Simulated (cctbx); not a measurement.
# What resolution and counting buy: TlW3

Space group Pm-3m (no. 221), a = 4.5350 Å, b = 4.5350 Å, c = 4.5350 Å, α = 90.00°, β = 90.00°, γ = 90.00°.

| atom | mult. | x | y | z | Ueq (Å²) |
| --- | --- | --- | --- | --- | --- |
| Tl1 | 1 | 0 | 0 | 0 | 0.0110 |
| W1 | 3 | 1/2 | 1/2 | 0 | 0.0084 |

This is a model crystal, built by substitution and not relaxed, with assumed displacement parameters.

Five simulated data sets (cctbx; Mo Kα, λ = 0.71073 Å; 1.5 % proportional error) differ in resolution or exposure (noise floor 4 counts in the first three, 8 in the last two). Each is refined with the right model, isotropic at 1.1 Å and anisotropic otherwise. How do the figures of merit and the uncertainties move?

```
d min (Å)  top counts  ⟨I/σ⟩ (unmerged, absences included)  unique  param. (scale apart)   Rint      R1  GooF  largest s.u. xyz (fractional)  s.u. U of W1 (Å²)  largest error (Å)
      1.1       40000                                 16.3      15                     2  0.012  0.0038  0.97                        0.00000             0.0003             0.0000
     0.84       40000                                 14.7      32                     3  0.014  0.0030  0.85                        0.00000             0.0002             0.0000
      0.6       40000                                 13.4      71                     3  0.015  0.0046  1.05                        0.00000             0.0001             0.0000
     0.75         300                                  2.1      41                     3  0.216  0.0132  1.03                        0.00000             0.0045             0.0000
     0.75        3000                                  7.6      41                     3  0.041  0.0038  1.01                        0.00000             0.0038             0.0000
```

The number of reflections grows roughly as 1/d³: 15, 32 and 71 here. R1 follows the noise rather than the truth: at 300 counts it is 0.0132, at 3000 counts 0.0038, while GooF is 1.03 and 1.01: the weights 1/σ² carry the noise. The s.u. of U (U11 where anisotropic) for W1 goes 0.0003, 0.0002, 0.0001 Å² with resolution and 0.0045, 0.0038 Å² with exposure.

Hardware for the 0.6 Å refinement: 0.4 s on 1 thread of Arm Neoverse V2, with other jobs on the host, peak memory 0.09 GiB.

[Logs are printed without paths, hosts, clocks, repeated set-up lines and the standing remarks that a program may print on its own settings, such as how far it seeks lower states.]
